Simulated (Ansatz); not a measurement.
# Electron scattering at the Σ3 (111) boundary in fcc Ir, starting shift (0, 0.5), part 2 of 3

Aim: the relaxed structure and the specific resistance of the Σ3 (111) boundary in fcc Ir, starting shift (0, 0.5).

Ansatz 0.2.0; Ansatz plane-wave DFT, PBE, PAW files; relaxation of a bicrystal slab with its lowest layers held; PAW set soft_1 (the session's first sound run).

So far. Step 2 (Relaxing the bicrystal): The largest force component on a free atom ends at 0.012 eV/Å, under the tolerance of 0.03, after 7 steps.

## Step 3: Transmission across the boundary

Bulk layers of each grain are laid under and over the relaxed boundary, and a lead is named in the middle of each, away from the free faces. The mesh across the current, 26×26, is finer than the density's, because channels open and close sharply across the zone. Energies from -0.1 to 0.1 eV in steps of 0.05 eV are too few for the program's thermal sum, so it prints no conductance; for a metal the transmission near the Fermi level serves, at a fraction of the cost.

This step: Ansatz plane-wave DFT, PBE, PAW files; ballistic transport by layer matching (Landauer), zero bias; boundary relaxed in a short slab, bulk layers laid on; PAW set soft_1 (Ansatz 0.2.0).

System of this step: Σ3 (111) boundary in fcc Ir, starting shift (0, 0.5). The cell holds 19 atoms: 19 Ir. Cell: a = 2.715 Å, b = 2.715 Å, c = 47.989 Å, α = 90.0°, β = 90.0°, γ = 120.0°. It derives from Ir. Regions: lower grain, 8 atoms (8 Ir); boundary, 4 atoms (4 Ir); upper grain, 7 atoms (7 Ir). Vacuum lies along c.

input.yaml reads:

```yaml
crystal:
  lattice:
    - [2.7148657757, 0.0, 0.0]
    - [-1.3574328878, 2.3511427296, 0.0]
    - [0.0, 0.0, 47.9885013534]
  atoms:
    - { symbol: Ir, position: [-3.3333333332, -6.6666666666, 0.083353301] }
    - { symbol: Ir, position: [-2.9999999998, -6.0, 0.1295451712] }
    - { symbol: Ir, position: [-2.6666666665, -5.3333333333, 0.1757370414] }
    - { symbol: Ir, position: [-2.3333333332, -4.6666666666, 0.2219289115] }
    - { symbol: Ir, position: [-1.9999999999, -4.0, 0.2681207817] }
    - { symbol: Ir, position: [-1.6666666666, -3.3333333333, 0.3143126518] }
    - { symbol: Ir, position: [-1.3333333332, -2.6666666666, 0.360504522] }
    - { symbol: Ir, position: [-0.9999999999, -2.0, 0.4066963921] }
    - { symbol: Ir, position: [0.3333333334, 0.6666666667, 0.4528882623] }
    - { symbol: Ir, position: [0.6657157966, 0.3328578983, 0.4993980174] }
    - { symbol: Ir, position: [-0.0005703083, -0.0002851541, 0.546154653] }
    - { symbol: Ir, position: [0.3331977322, 0.6665988661, 0.5933036079] }
    - { symbol: Ir, position: [-1.0001356011, -1.0000678005, 0.639495478] }
    - { symbol: Ir, position: [-1.3334689344, -1.6667344672, 0.6856873482] }
    - { symbol: Ir, position: [-1.6668022677, -2.3334011339, 0.7318792183] }
    - { symbol: Ir, position: [-2.000135601, -3.0000678005, 0.7780710885] }
    - { symbol: Ir, position: [-2.3334689344, -3.6667344672, 0.8242629586] }
    - { symbol: Ir, position: [-2.6668022677, -4.3334011339, 0.8704548288] }
    - { symbol: Ir, position: [-3.000135601, -5.0000678005, 0.916646699] }
kpoints:
  mp_grid: { grid: [11, 11, 1] }
hamiltonian:
  xc: pbe
  pseudopotentials: { kind: paw, azcp: { folder: soft_1 } }
scf:
  occupations: { method: fermi_dirac, width: 0.1 }
output:
  transmission:
    leads: [[5, 6], [14, 15]]
    kmesh: [26, 26]
    e_range: [-0.1, 0.1]
    de: 0.05
  write_potential: true
  write_density: true
  volumetric_format: npy
  elf: true
```

Run with:

```
ansatz run input.yaml --threads 4 --pin off --max-ram 15360MiB --backend cpu --events-out ev --progress --plain --runs-dir out
```

Numbers of over 12 decimals in the logs are rounded to 6 here.

Log:

```text
[...]
Crystal: 19 atoms, lattice volume = 306.312 Å³
Basis set: ecut = 420 eV, 6035 PW (Γ)
Bands: 194, of which v1, the nominal top of the filled ones, is band 162 counted from 1 (161 counted from 0)
Symmetry: 2 space group operations
[...]
k-points: 36 of 121 (time reversal used)
[...]
SCF iter  11: F=-226797.961359 eV  HF=-226797.961359 eV  |F-HF|=1.31e-9  |Δ(HF+E_count)|=   1.39e-8  Δρ=1.34e-6  dr2=5.07e-9  ethr=3.10e-11  ⟨swp⟩=11.0  Hψ=19614  notcnv=0
SCF 1 converged in 11 iterations: F = -226797.961359 eV  dr2 = 5.07e-9
[...]
transmission: 844 of 8418 steps passed
transmission: 1684 of 8418 steps passed
[...]
transmission: 8418 of 8418 steps passed
WARN: The output density's exchange-correlation potential varies sharply where the density is thin. Do not read a vacuum level from v_tot or v_xc, or from such a field of the output density. On a cell that repeats whose density bears no net charge and no dipole along the vacuum's axis use v_es (v_loc + v_h of the components); under efield.dipole_correction with no amplitude use v_es + v_field, which holds any externa [...]
SCF converged after 11 iterations
Free energy (F): -226797.961359 eV
[...]
Internal energy: -226797.270757 eV  (E = F + TS)
E sigma→0 (E₀):  -226797.616058 eV
Entropy (-TS):   -0.690602 eV (-36.347 meV/atom)
Fermi energy:    21.921433 eV
[...]
--- Band table (eV; the first three rows and the last of 36) ---
  k-point 0: bands = [... 158 lower, 20.7082, 20.7082, 20.7419, 20.7420, 20.7441, 20.7472, 20.8713, 20.8722, ... 28 higher]
  k-point 1: bands = [... 158 lower, 20.4728, 20.5963, 20.6656, 20.6849, 20.7696, 20.7752, 20.8330, 20.8969, ... 28 higher]
  k-point 2: bands = [... 158 lower, 20.2092, 20.3211, 20.3787, 20.5479, 20.5826, 20.7496, 20.7914, 20.9286, ... 28 higher]
  k-point 35: bands = [... 158 lower, 22.6597, 22.6730, 22.7209, 22.7586, 22.7741, 22.8074, 22.8846, 22.9742, ... 28 higher]
--- Transmission ---
  basis      : 55 plane waves across, 46 finite elements along
  points     : 183, standing for a mesh of 26 x 26
  energies   : 5 from -0.100000 to 0.100000 eV about the Fermi level, 0.050000 eV apart; the leads are filled to 0.000000 eV, and channels, transmission and decay are at 0.000000 eV
  crystal 0  : Ir1, at the sites [5, 6], period 2.2167 Å, over 19.95 Å; its Hamiltonian steps by up to 8.9 meV
    offset         : up to 0.0000 Å between an atom of the period and one for which it stands
    channels       : 1.556213e0 a spin
    conductance    : none, the energies end too early or step too widely for 300 K: set another output.transmission.e_range or a lower de, or, where they end at an eighth of basis.ecutwfc, a higher one
    slowest decay  : 0.0367 /Å at (0.2308, 0.3846)
[...]
channels       : 1.556213e0 a spin
[...]
slowest decay  : 0.0403 /Å at (0.2308, 0.3846)
  junction   : crystal 0 to crystal 1, 13.28 to 34.71 Å
    transmission   : 1.318673e0 a spin
[...]
```

Elapsed: 3.3 min, on 4 threads of Arm Neoverse V1, shared host; peak memory 2.9 GiB; 12 min of CPU time.

This step gave:

```
free energy                                    : -226797.9614 eV
energy at zero smearing                        : -226797.6161 eV
Fermi energy                                   : 21.92 eV
cell area                                      : 6.383 Å²
transmission per spin nearest the Fermi level  : 1.319
open channels per spin nearest the Fermi level : 1.556
open channels per spin, upper lead             : 1.556
step of the lead's potential                   : 8.9 meV
step of the upper lead's potential             : 9.6 meV
```

Per spin. The transmission, zone mean by energy, zero at the Fermi level:

```csv
energy (eV),"transmission, zone mean"
-0.1000,1.25
-0.0500,1.30
0.0000,1.32
0.0500,1.38
0.1000,1.38
```

Per spin. Table of open channels, zone mean, lead = upper lead by energy, zero at the Fermi level:

```
energy (eV)  open channels, zone mean, lead = upper lead
    -0.1000                                         1.45
    -0.0500                                         1.52
     0.0000                                         1.56
     0.0500                                         1.58
     0.1000                                         1.59
```

Transmission over k1 and k2. At 0.0000 eV from the Fermi level.

Ten even steps from '0' (0.00) to '9' (2.62):
```
55436333336345533333333333
34436233332634433333333333
33339972327993333330333033
36697011111107966333333333
33190766666667091333333333
33371677777777617333333333
33321677777777761233333033
33331677777777776133333333
33321677777777777612333333
36271677777777777761726333
33691677777666777776196333
54390677777666677777609345
55437777777666667777777345
55439067777766667777760934
33336916777776667777761963
33336271677777777777761726
33333332167777777777761233
33333333316777777777761333
33303333321677777777761233
33333333337167777777761733
33333333331907666666670913
33333333336697011111107966
33303330333333997232799333
33333333333344362333326344
53333333333355436333336345
55333333333355533333333335
```
Columns: k1 (b1) from -0.5 to 0.462; rows upwards: k2 (b2) from -0.5 to 0.462.

Open channels over k1 and k2. At 0.0000 eV from the Fermi level.

Values, 12 rows by 16 columns, each cell a mean:
```
1.69 1.78 1.58 1.49 1.02 1.00 1.76 1.62 1.92 1.51 1.04 0.98 0.98 1.00 0.95 1.28
1.41 1.67 2.23 1.83 1.27 1.15 1.57 1.92 1.73 1.84 1.46 0.88 0.92 1.53 0.86 1.00
1.00 1.36 1.50 1.92 2.00 2.00 2.00 2.00 1.88 1.80 1.36 1.00 1.00 1.14 0.91 1.00
1.00 1.00 1.00 1.92 2.00 2.00 2.00 2.00 2.00 1.96 1.52 1.02 1.00 1.00 0.86 1.00
1.46 1.82 1.57 1.92 2.00 2.00 2.00 2.00 2.00 2.00 2.00 1.72 1.50 2.05 1.41 1.24
1.92 1.71 1.75 1.96 2.00 2.00 2.00 2.00 2.00 2.00 2.00 2.00 1.92 2.01 1.44 1.97
1.69 1.51 1.82 1.89 1.81 2.00 2.00 2.00 2.00 2.00 2.00 2.00 2.00 1.54 2.31 1.54
1.24 1.06 1.38 1.38 1.15 1.60 1.98 2.00 2.00 2.00 2.00 2.00 2.00 1.54 1.33 1.38
1.00 0.93 0.79 1.00 1.00 1.00 1.51 1.91 2.00 2.00 2.00 2.00 2.00 1.54 1.14 1.00
1.00 1.00 1.41 1.25 1.00 1.00 1.90 1.99 1.88 1.69 1.69 1.69 1.69 1.51 2.31 1.49
1.28 0.93 0.87 1.11 0.72 1.00 1.41 1.49 1.69 2.15 1.39 1.00 1.38 2.38 1.54 1.54
1.92 1.28 1.21 1.00 1.00 1.00 1.39 1.79 1.97 1.41 1.46 1.00 1.01 1.29 1.49 1.82
```
Columns: k1 (b1) from -0.5 to 0.462; rows upwards: k2 (b2) from -0.5 to 0.462.

ELF in the ca plane at fractional y = 0.000, with atoms of Ir within 0.2 Å of it. It is the smooth field of the valence electrons, not physical close to the nuclei.

Ten even steps from '0' (0.00) to '9' (0.57), each cell a mean:
```
45554333455548999745554323454558999843110000
55454444554556998555454444554456998643210000
55665454665455565455665554665454566543210000
45775555677445555545776565687444566653210000
45775555676454555445775555676444455543210000
54555444554555787554555444554455787543210000
55454334454558999655454334444558999743110000
45554323455548979745554323455458979842110000
```
Columns run along c (16.0 Å, from fractional 0.67 to 1.00 of the cell), rows up along a (2.7 Å). Atoms in or near the plane, at fractional coordinates: Ir at (0.78, 0.00), Ir at (0.92, 0.00).

Electrostatic potential energy in the ca plane at fractional y = 0.000, with atoms of Ir within 0.2 Å of it. With pseudopotentials it is smooth inside the atoms' cores, unlike the true potential.

Ten even steps from '0' (-48 eV) to '9' (27 eV), each cell a mean:
```
89999999999983000589999999999983000489999999
88888998888986223788888999888986323799999999
98667898667898767898667898667898767899999999
97546887546899888997546887546899889999999999
98656887656898888998656888656899888999999999
98778898778887435888778898778887435899999999
89889999888984101589889999888984101589999999
89999999999972000489999999999983000489999999
```
Columns run along c (16.0 Å, from fractional 0.67 to 1.00 of the cell; values clipped at the 3rd and 97th percentile), rows up along a (2.7 Å). Atoms in or near the plane, at fractional coordinates: Ir at (0.78, 0.00), Ir at (0.92, 0.00).

Valence density in the ca plane at fractional y = 0.000, with atoms of Ir within 0.2 Å of it. It is the smooth field of the valence electrons, not physical close to the nuclei.

Ten steps, logarithmic in the rise over the least value, from '0' (0.0 e/Å³) to '9' (9.5 e/Å³), each cell a mean:
```
33333222333347999633333222333347999631000000
33443323443335787533443323443335787521000000
34554334554334554334555334555334554321000000
34665434665433333334665434665433333210000000
34565434565333444334565434565433444310000000
33444333444335676433444333444334676421000000
33333223333347898633333222333346898631000000
33332222333347999643332222333347999731000000
```
Columns run along c (16.0 Å, from fractional 0.67 to 1.00 of the cell), rows up along a (2.7 Å). Atoms in or near the plane, at fractional coordinates: Ir at (0.78, 0.00), Ir at (0.92, 0.00).

Over the solved energies the transmission per spin lies between 1.25 and 1.38, out of 1.54 channels of the lead on average (up to 1.59).

## Step 4: Specific resistance

This step: Ansatz plane-wave DFT, PBE, PAW files; ballistic transport by layer matching (Landauer), zero bias; specific resistance of the boundary; PAW set soft_1 (Ansatz 0.2.0).

Numbers from this step:

| Quantity | Value |
| --- | --- |
| area resistance | 0.08539 fΩ m² |
| T over the leads' mean channel count | 0.8623 |

Averaged over the energies near the Fermi level, 86.2 % of the channels pass, which makes 0.0854 fΩ m².

By hand, with T and the leads' channels N averaged over the energies near the Fermi level: RA = A (h/2e²)(1/T − ½[1/N₁ + 1/N₂]) = 6.383×10⁻²⁰ m² × 12 906 Ω × (1/1.328 − ½[1/1.540 + 1/1.540]) = 0.0854 fΩ m².

(Continued in part 3 of 3.)

[Logs are printed without paths, hosts, clocks, repeated set-up lines and the standing remarks that a program may print on its own settings, such as how far it seeks lower states.]

[Hosts, paths, dates, database ids (printed as entryN), source tags and the programs' standing remarks are cut or masked in the printed files.]
